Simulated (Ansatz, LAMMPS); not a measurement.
# Mg2+ TFSI- in gamma-butyrolactone, from a frame at 410 K (110 atoms): geometry optimisation

Wanted: the relaxed structure of Mg2+ TFSI- in gamma-butyrolactone, from a frame at 410 K (110 atoms) and its electronic structure.

Program: Ansatz 0.2.0. Level of theory: Kohn-Sham DFT, LDA, PAW (set soft_2), plane waves. Results are calculated unless marked as measured.

## Step 1: Set-up

The cell holds 110 atoms: 4 N, 8 S, 24 O, 24 C, 24 F, 24 H and 2 Mg. Its edges and angles: a = 11.663 Å, b = 11.663 Å, c = 11.663 Å, α = 90.0°, β = 90.0°, γ = 90.0°. 4 gamma-butyrolactone, 2 Mg2+, 4 TFSI- placed at random, at 1.58 g/cm³; overlaps pushed apart, then 10 ps at 550 K with divalent ions of Li, Roberts, Chakravorty and Merz (J. Chem. Theory Comput. 9, 2733 (2013)); MMFF94 bonds, angles, torsions, charges and radii (Halgren, J. Comput. Chem. 17, 490 (1996)) in harmonic and 12-6 forms; charges of ions scaled by 0.8. Snapshot after 30 ps at 410 K and fixed volume.

Limits known from the start: The network of contacts between molecules at the start is that of the classical potential that made the cell. The functional has no dispersion term, which matters for the binding between molecules or layers, where LDA binds through overlap of densities alone. The density was typed from a rule of thumb and may lie off the real one at this temperature. Sampling is at Γ alone, for a cell whose shortest periodic width is 12 Å.

## Step 2: How the cell was made

A classical potential supplies the starting structure, since it reaches far longer times than DFT.

This step: classical MD, divalent ions of Li, Roberts, Chakravorty and Merz (J. Chem. Theory Comput. 9, 2733 (2013)); MMFF94 bonds, angles, torsions, charges and radii (Halgren, J. Comput. Chem. 17, 490 (1996)) in harmonic and 12-6 forms; charges of ions scaled by 0.8 (LAMMPS 22 Jul 2025 - Update 4).

in.lmp reads:

```
# Mg2+ TFSI- in gamma-butyrolactone
units real
atom_style full
boundary p p p
bond_style harmonic
angle_style harmonic
dihedral_style opls
improper_style harmonic
special_bonds lj 0 0 0.5 coul 0 0 0.75
read_data data.lmp
neigh_modify delay 0 every 1 check yes one 4000
comm_modify cutoff 12.0
timestep 0.5
thermo_style custom step time temp pe press density
thermo_modify norm yes
# push overlapping molecules apart
pair_style soft 2.6
pair_coeff * * 0.0
variable a equal ramp(1,60)
fix ad all adapt 1 pair soft a * * v_a
velocity all create 550 463149 mom yes dist gaussian
fix lim all nve/limit 0.03
fix lan all langevin 550 550 50 463150 zero yes
thermo 1000
run 3000 post no
unfix ad
pair_style lj/cut/coul/long 9.0
pair_modify mix arithmetic tail yes
pair_coeff 1 1 0.0721 3.5530   # N
pair_coeff 2 2 0.2681 3.4180   # S
pair_coeff 3 3 0.0763 3.0960   # O
pair_coeff 4 4 0.0678 3.3680   # C
pair_coeff 5 5 0.0801 2.5590   # F
pair_coeff 6 6 0.0763 2.9870   # O
# [... 22 lines left out ...]
compute msd all msd com yes
thermo 7500
fix md all nvt temp 410 410 100
run 30000 post no
print "== T410: mean square displacement over the hold $(c_msd[4]:%.2f) A^2"
unfix md
uncompute msd
write_dump all custom T410.dump id type xs ys zs modify sort id
```

Run with:

```sh
$ lmp -in in.lmp -log none -nocite
```

Output:

```text
LAMMPS (22 Jul 2025 - Update 4)
Reading data file ...
  orthogonal box = (0 0 0) to (11.66344 11.66344 11.66344)
  110 atoms
  orthogonal box = (0 0 0) to (11.66344 11.66344 11.66344)
  104 bonds
  188 angles
  208 dihedrals
  4 impropers
WARNING: Bond/angle/dihedral extent > half of periodic box length
   Step          Time           Temp          PotEng         Press         Density
         0   0              550            0.72657361    -13888.193      1.5839988
      1000   500            618.08972      1.8412834      9632.1167      1.5839988
      2000   1000           624.0335       1.7066005      16227.588      1.5839988
[... 45 lines left out ...]
Loop time of 1.52949 s on 1 MPI rank(s) for 5000 steps with 110 atoms
WARNING: Bond/angle/dihedral extent > half of periodic box length
   Step          Time           Temp          PotEng         Press         Density
[... 2 lines left out ...]
     30000   29000          395.6593      -1.9545103     -1718.155       1.5839988
     37500   36500          398.57012     -1.944728      -4298.7404      1.5839988
     45000   44000          399.31917     -1.9911166      11809.103      1.5839988
     47000   46000          408.93886     -2.1328146      2840.5428      1.5839988
WARNING: Bond/angle/dihedral extent > half of periodic box length
Loop time of 9.15445 s on 1 MPI rank(s) for 30000 steps with 110 atoms
== T410: mean square displacement over the hold 4.05 A^2
```

Run time: 15 s. Hardware: 1 thread of Arm Neoverse V2, shared host; peak memory 0.12 GiB.

The input also reads data.lmp (atoms, bonds and types; not printed here).

## Step 3: Single point at the start

The forces at the start show how far the geometry lies from a minimum of this functional.

input.yaml reads:

```yaml
crystal:
  lattice:
    - [11.66344, 0.0, 0.0]
    - [0.0, 11.66344, 0.0]
    - [0.0, 0.0, 11.66344]
  atoms:
    - { symbol: "N", position: [0.8872, 0.57602, 0.79877] }
    - { symbol: S, position: [0.94058, 0.45883, 0.76102] }
    - { symbol: O, position: [0.88474, 0.35995, 0.8072] }
    - { symbol: O, position: [0.06743, 0.45145, 0.77185] }
    - { symbol: C, position: [0.91073, 0.45958, 0.6121] }
    - { symbol: F, position: [0.97794, 0.37806, 0.5544] }
    - { symbol: F, position: [0.92605, 0.56467, 0.56116] }
    - { symbol: F, position: [0.79819, 0.4277, 0.60031] }
    - { symbol: S, position: [0.92158, 0.59821, 0.92611] }
    - { symbol: O, position: [0.90953, 0.716, 0.96141] }
    - { symbol: O, position: [0.01621, 0.53422, 0.97226] }
    - { symbol: C, position: [0.80101, 0.53461, 0.99682] }
    - { symbol: F, position: [0.71114, 0.53381, 0.92181] }
    - { symbol: F, position: [0.75956, 0.59742, 0.08704] }
    - { symbol: F, position: [0.82375, 0.42435, 0.03577] }
    - { symbol: "N", position: [0.60006, 0.084, 0.29564] }
    - { symbol: S, position: [0.67565, 0.12249, 0.40014] }
    - { symbol: O, position: [0.76556, 0.0417, 0.42041] }
    - { symbol: O, position: [0.60914, 0.15774, 0.50251] }
    - { symbol: C, position: [0.74315, 0.25412, 0.35518] }
    - { symbol: F, position: [0.66655, 0.33976, 0.33546] }
    - { symbol: F, position: [0.81531, 0.23913, 0.2623] }
    - { symbol: F, position: [0.80415, 0.29529, 0.44569] }
    - { symbol: S, position: [0.51914, 0.97812, 0.33027] }
    - { symbol: O, position: [0.41389, 0.96362, 0.26231] }
    - { symbol: O, position: [0.493, 0.9712, 0.45106] }
    - { symbol: C, position: [0.61859, 0.86069, 0.28464] }
    - { symbol: F, position: [0.62337, 0.77354, 0.3578] }
    - { symbol: F, position: [0.72878, 0.90633, 0.26858] }
    - { symbol: F, position: [0.58844, 0.81284, 0.18372] }
    - { symbol: "N", position: [0.51024, 0.30735, 0.8726] }
    - { symbol: S, position: [0.55073, 0.17768, 0.86018] }
    - { symbol: O, position: [0.66332, 0.1478, 0.90213] }
    - { symbol: O, position: [0.52685, 0.12851, 0.74462] }
    - { symbol: C, position: [0.4439, 0.11807, 0.96336] }
    - { symbol: F, position: [0.414, 0.00878, 0.93263] }
    - { symbol: F, position: [0.34102, 0.18368, 0.97119] }
    - { symbol: F, position: [0.4939, 0.11692, 0.06894] }
    - { symbol: S, position: [0.3932, 0.32588, 0.81383] }
    - { symbol: O, position: [0.32382, 0.41381, 0.86852] }
    - { symbol: O, position: [0.32663, 0.22604, 0.7821] }
    - { symbol: C, position: [0.44943, 0.38702, 0.68996] }
    - { symbol: F, position: [0.36449, 0.41998, 0.61647] }
    - { symbol: F, position: [0.5142, 0.30891, 0.63244] }
    - { symbol: F, position: [0.51149, 0.4851, 0.7119] }
    - { symbol: "N", position: [0.29922, 0.81321, 0.82524] }
    - { symbol: S, position: [0.19442, 0.73375, 0.86054] }
    - { symbol: O, position: [0.21341, 0.61375, 0.87768] }
    - { symbol: O, position: [0.09092, 0.75764, 0.79849] }
    - { symbol: C, position: [0.1808, 0.779, 0.01364] }
    - { symbol: F, position: [0.0876, 0.72874, 0.06516] }
    - { symbol: F, position: [0.16924, 0.89537, 0.02304] }
    - { symbol: F, position: [0.27304, 0.75466, 0.07864] }
    - { symbol: S, position: [0.3, 0.8436, 0.69374] }
    - { symbol: O, position: [0.38505, 0.92764, 0.65575] }
    - { symbol: O, position: [0.19768, 0.86749, 0.63576] }
    - { symbol: C, position: [0.3443, 0.71238, 0.63253] }
    - { symbol: F, position: [0.25825, 0.63643, 0.62541] }
    - { symbol: F, position: [0.43498, 0.66818, 0.69494] }
    - { symbol: F, position: [0.37473, 0.73112, 0.52234] }
    - { symbol: O, position: [0.1291, 0.27908, 0.96778] }
    - { symbol: C, position: [0.07855, 0.19117, 0.99491] }
    - { symbol: C, position: [0.05308, 0.09556, 0.91556] }
    - { symbol: C, position: [0.95583, 0.04263, 0.98265] }
    - { symbol: C, position: [0.98548, 0.05779, 0.10505] }
    - { symbol: O, position: [0.03554, 0.17068, 0.10667] }
    - { symbol: H, position: [0.13212, 0.03913, 0.90386] }
    - { symbol: H, position: [0.0314, 0.12377, 0.82931] }
    - { symbol: H, position: [0.95414, 0.94491, 0.96926] }
    - { symbol: H, position: [0.86747, 0.08079, 0.96492] }
    - { symbol: H, position: [0.90573, 0.05596, 0.15657] }
    - { symbol: H, position: [0.03412, 0.98677, 0.14158] }
    - { symbol: O, position: [0.6324, 0.95085, 0.63196] }
    - { symbol: C, position: [0.73424, 0.92475, 0.63168] }
    - { symbol: C, position: [0.81945, 0.98486, 0.69982] }
    - { symbol: C, position: [0.92125, 0.92056, 0.68894] }
    - { symbol: C, position: [0.8995, 0.84793, 0.58185] }
    - { symbol: O, position: [0.78103, 0.83115, 0.58308] }
    [... 26 atom lines left out ...]
    - { symbol: H, position: [0.40286, 0.37055, 0.32365] }
    - { symbol: H, position: [0.42152, 0.50684, 0.40315] }
    - { symbol: H, position: [0.5058, 0.583, 0.19928] }
    - { symbol: H, position: [0.56371, 0.45187, 0.20724] }
    - { symbol: Mg, position: [0.1567, 0.44613, 0.92493] }
    - { symbol: Mg, position: [0.4916, 0.04765, 0.60334] }
kpoints:
  mp_grid: { grid: [1, 1, 1] }
hamiltonian:
  xc: lda
scf:
  occupations: { method: fixed }
output:
  forces: true
  stress: true
  populations: true
  dos:
    method: { smearing: { sigma: 0.08 } }
    de: 0.1
    projected: { site_lists: { C: [C], F: [F], H: [H], Mg: [Mg], "N": ["N"] } }
  eigenvalues: true
```

Run with:

```sh
$ ansatz run input.yaml --threads 4 --pin off --max-ram 8192MiB --backend cpu --events-out ev --progress --plain --runs-dir out
```

Output:

```text
Engine: ansatz 0.2.0, aarch64-unknown-linux-gnu
Pseudopotentials: kind: paw
Pseudopotential: N, paw, valence charge 5, recommended cutoff 420 eV (normal), N.paw.azcp
Pseudopotential: S, paw, valence charge 6, recommended cutoff 420 eV (normal), S.paw.azcp
Pseudopotential: O, paw, valence charge 6, recommended cutoff 420 eV (normal), O.paw.azcp
Pseudopotential: C, paw, valence charge 4, recommended cutoff 420 eV (normal), C.paw.azcp
Pseudopotential: F, paw, valence charge 7, recommended cutoff 420 eV (normal), F.paw.azcp
Pseudopotential: H, paw, valence charge 1, recommended cutoff 420 eV (normal), H.paw.azcp
Pseudopotential: Mg, paw, valence charge 10, recommended cutoff 420 eV (normal), Mg.paw.azcp
[... 3 lines on functional and potentials left out ...]
Crystal: 110 atoms, lattice volume = 1586.646 Å³
Basis set: ecut = 420 eV, 31103 PW (Γ)
Bands: 370, of which v1, the nominal top of the filled ones, is band 260 counted from 1 (259 counted from 0)
Symmetry: 1 space group operations
Space group: P1 (ITA 1), of the structure as read, at distance tolerance 1.2e-4 Å
k-points: 1
[... 21 lines on functional and potentials left out ...]
Initial density: superposition of atomic densities (neutral atoms: chi_scale 0, normalization atom), corrected by the library's trained network
Initial wavefunctions: pseudopotential atomic-orbital guess
Functional: x = slater, c = lda
SCF iter   1: F=—  HF=-50802.151869 eV  |F-HF|=—  |Δ(HF+E_count)|=         —  Δρ=1.10e-2  dr2=1.49e0  ethr=1.77e-3  ⟨swp⟩=4.0  Hψ=1367  notcnv=0  defer=106
preconditioner: auto → Resta (q_TF=auto, 2.265 Å⁻¹)  ε∞=2.6  [insulator: Δε(μ)=3.957 eV  Ē_g=16.629 eV  n_scr=304 (ndim 8)  ℏωp=20.7 eV  f_vac=0.365  ε∞_Penn≈2.6  vacuum switching on, ρ_ref=2.0e-2 e/Å³]
SCF iter   2: F=—  HF=-50801.718622 eV  |F-HF|=—  |Δ(HF+E_count)|=   4.33e-1  Δρ=4.50e-3  dr2=2.15e-1  ethr=2.87e-4  ⟨swp⟩=2.0  Hψ=660  notcnv=0  defer=108
SCF iter   3: F=—  HF=-50801.666171 eV  |F-HF|=—  |Δ(HF+E_count)|=   5.25e-2  Δρ=2.11e-3  dr2=5.55e-2  ethr=4.14e-5  ⟨swp⟩=2.0  Hψ=515  notcnv=0  defer=108
SCF iter   4: F=—  HF=-50801.651535 eV  |F-HF|=—  |Δ(HF+E_count)|=   1.46e-2  Δρ=6.23e-4  dr2=4.93e-3  ethr=1.07e-5  ⟨swp⟩=2.0  Hψ=518  notcnv=0  defer=108
SCF iter   5: F=—  HF=-50801.650705 eV  |F-HF|=—  |Δ(HF+E_count)|=   8.30e-4  Δρ=2.44e-4  dr2=6.86e-4  ethr=9.49e-7  ⟨swp⟩=2.0  Hψ=489  notcnv=0  defer=108
SCF iter   6: F=—  HF=-50801.650625 eV  |F-HF|=—  |Δ(HF+E_count)|=   7.96e-5  Δρ=8.59e-5  dr2=8.11e-5  ethr=1.32e-7  ⟨swp⟩=2.0  Hψ=496  notcnv=0  defer=107
SCF iter   7: F=—  HF=-50801.650670 eV  |F-HF|=—  |Δ(HF+E_count)|=   4.52e-5  Δρ=3.90e-5  dr2=1.99e-5  ethr=1.56e-8  ⟨swp⟩=2.0  Hψ=595  notcnv=0  defer=107
SCF iter   8: F=—  HF=-50801.650668 eV  |F-HF|=—  |Δ(HF+E_count)|=   1.89e-6  Δρ=9.27e-6  dr2=8.83e-7  ethr=3.82e-9  ⟨swp⟩=2.0  Hψ=511  notcnv=0  defer=107
SCF iter   9: F=—  HF=-50801.650669 eV  |F-HF|=—  |Δ(HF+E_count)|=   3.03e-7  Δρ=3.91e-6  dr2=1.88e-7  ethr=1.70e-10  ⟨swp⟩=2.0  Hψ=524  notcnv=0  defer=107
SCF iter  10: F=-50801.650669 eV  HF=-50801.650669 eV  |F-HF|=5.92e-9  |Δ(HF+E_count)|=   8.29e-9  Δρ=1.40e-6  dr2=2.26e-8  ethr=1.92e-11  ⟨swp⟩=19.0  Hψ=2367  notcnv=0
SCF 1 converged in 10 iterations: F = -50801.650669 eV  dr2 = 2.26e-8
  greatest PAW one-centre occupation: 1.000 electrons in one spin orbital (limit 2), on the Mg atom at site 109 (counted from 0), in its partial waves of l = 1
SCF converged after 10 iterations
Free energy (F): -50801.650669 eV
Harris-Foulkes:  -50801.650669 eV  (|F-HF|=5.92e-9)
Internal energy: -50801.650669 eV  (E = F + TS)
E sigma→0 (E₀):  -50801.650669 eV
Fermi energy:    -1.019546 eV
--- Per-component energies (eV) ---
  E_band       = -5662.506967
  E_kinetic    = 13212.578788
  E_local      = -64385.008060  (includes V_loc(G=0)·N_el)
  E_nonlocal   = 4325.362114
  E_hartree    = 25727.593031
  E_xc         = -5992.068850
  E_vxc        = -7389.558934  (∫ρ·V_xc dr)
  E_paw        = -15819.480886  (= ΣΔE_a)
  E_vpaw       = -2881.145845  (= ΣTr[D̂ρ^β])
  E_aug_tail   = 0.077858  (compensation charges beyond the density's cutoff)
  E_ewald      = -7879.103516
  E_core_change = 8.398852  (= ΣΔE_core)
  E_smearing   = -0.000000  (= −TS)
  E_closure    = 0.000000  (closes the sum)
  Σ components = -50801.650669   (vs F -50801.650669, Δ=0.00e0)
--- Forces (eV/Å), atoms counted from 1 ---
  atom   1  N      1.12538822     0.08873229    -0.52055231
  atom   2  S      2.00986831    -1.53831451     1.08640452
  atom   3  O     -0.34079187    -0.18440937    -0.21958013
  atom   4  O     -0.94056871     0.23453353    -0.62128641
  atom   5  C     -0.98824419    -0.22821139    -3.47916516
  atom   6  F     -1.29249623     1.90980997     1.43080338
  atom   7  F     -0.14444399    -2.13838384     0.95004416
  atom   8  F      2.07916784     0.88683463     0.23567956
  atom   9  S     -1.73138741     2.72543234     1.73362899
  atom  10  O      0.02627762    -0.80783663    -1.06096646
  atom  11  O      0.87639046    -0.58889605     0.21817223
  atom  12  C     -3.23248129    -1.39524677     1.44859255
  atom  13  F      1.23249015    -0.55709047     0.92125753
  atom  14  F      1.24101306    -0.96121218    -0.91948799
[...]
atom 109  Mg     0.65949534     0.10278945    -0.17147642
  atom 110  Mg     0.63699340     0.14101344    -0.21901639
  max |Σ_I F_I| component: 8.40e-4 eV/Å
--- Stress (GPa, compression-positive) ---
       -0.889732      -0.312268       1.128538
       -0.312268      -1.476941      -0.105362
        1.128538      -0.105362      -1.921540
  P = ⅓ Tr σ = -1.4294 GPa (-14.294 kbar)
--- Band table (eV) ---
  k-point 0: bands = ["-73.3930", "-72.8560", "-40.8439", "-40.8385", [... 354 levels ...], "9.5748", "9.6015", "9.6305", "9.6492", "9.6701", "9.7180", "9.7557", "9.7750", "9.8036", "9.8961", "9.9424", "9.9629"]
--- Löwdin populations: 110 sites ---
  site symbol       q [e]
     0      N      5.8222
     1      S      3.8184
     2      O      6.7048
[...]
109     Mg      8.4042
  spilling = 0.014530 (of n_electrons = 520.000000)
```

It took 21 s on 4 threads of Arm Neoverse V2, shared host; peak memory 1.9 GiB; 77 s of CPU time.

The run gave:

```yaml
free_energy: -50801.6507 eV
free_energy_per_atom: -461.8332 eV/atom
scf_cycles: 10
pressure: -1.429 GPa
r_m_s_force_component: 1.202 eV/Å
longest_force: 4.419 eV/Å
fermi_energy: -1.02 eV
spacing_of_highest_filled_and_lowest_empty_level: 4.082 eV
spilling_of_the_projection: 0.01453
```

The r.m.s. force component of 1.2 eV/Å and the pressure of -1.4 GPa set the starting point.

Neighbours are counted within 1.85 Å (C-C), 1.62 Å (C-F), 1.34 Å (C-H), 1.73 Å (C-O), 2.21 Å (C-S), 1.88 Å (O-S), 2.62 Å (O-Mg), 2.02 Å (S-N).

Length of the force by element and coordination:

```csv
element,coordination,atoms,mean length of the force (eV/Å),spread,least,most
C,all,24,2.53,0.977,1.06,4.42
C,3,4,1.78,0.665,1.17,2.87
C,4,20,2.68,0.960,1.06,4.42
F,all,24,1.98,0.662,0.946,3.57
H,all,24,1.16,0.591,0.13,2.79
Mg,all,2,0.689,5.0e-4,0.688,0.689
N,all,4,1.20,0.600,0.259,1.93
O,all,24,1.71,0.864,0.445,3.72
O,1,8,1.50,0.769,0.445,2.72
O,2,16,1.81,0.890,0.546,3.72
S,all,8,2.67,0.631,1.77,3.66
```

(Continued in part 2 of 3.)

[Logs are printed without paths, hosts, clocks, repeated set-up lines and the standing remarks that a program may print on its own settings, such as how far it seeks lower states.]

[Hosts, paths, dates, database ids (printed as entryN), source tags and the programs' standing remarks are cut or masked in the printed files.]

[The MMFF94 radii named for the starting cell were scaled by 0.96; in molecules described by MMFF94, hydrogen bound to N, O or S took a small fixed 12-6 site in their place.]
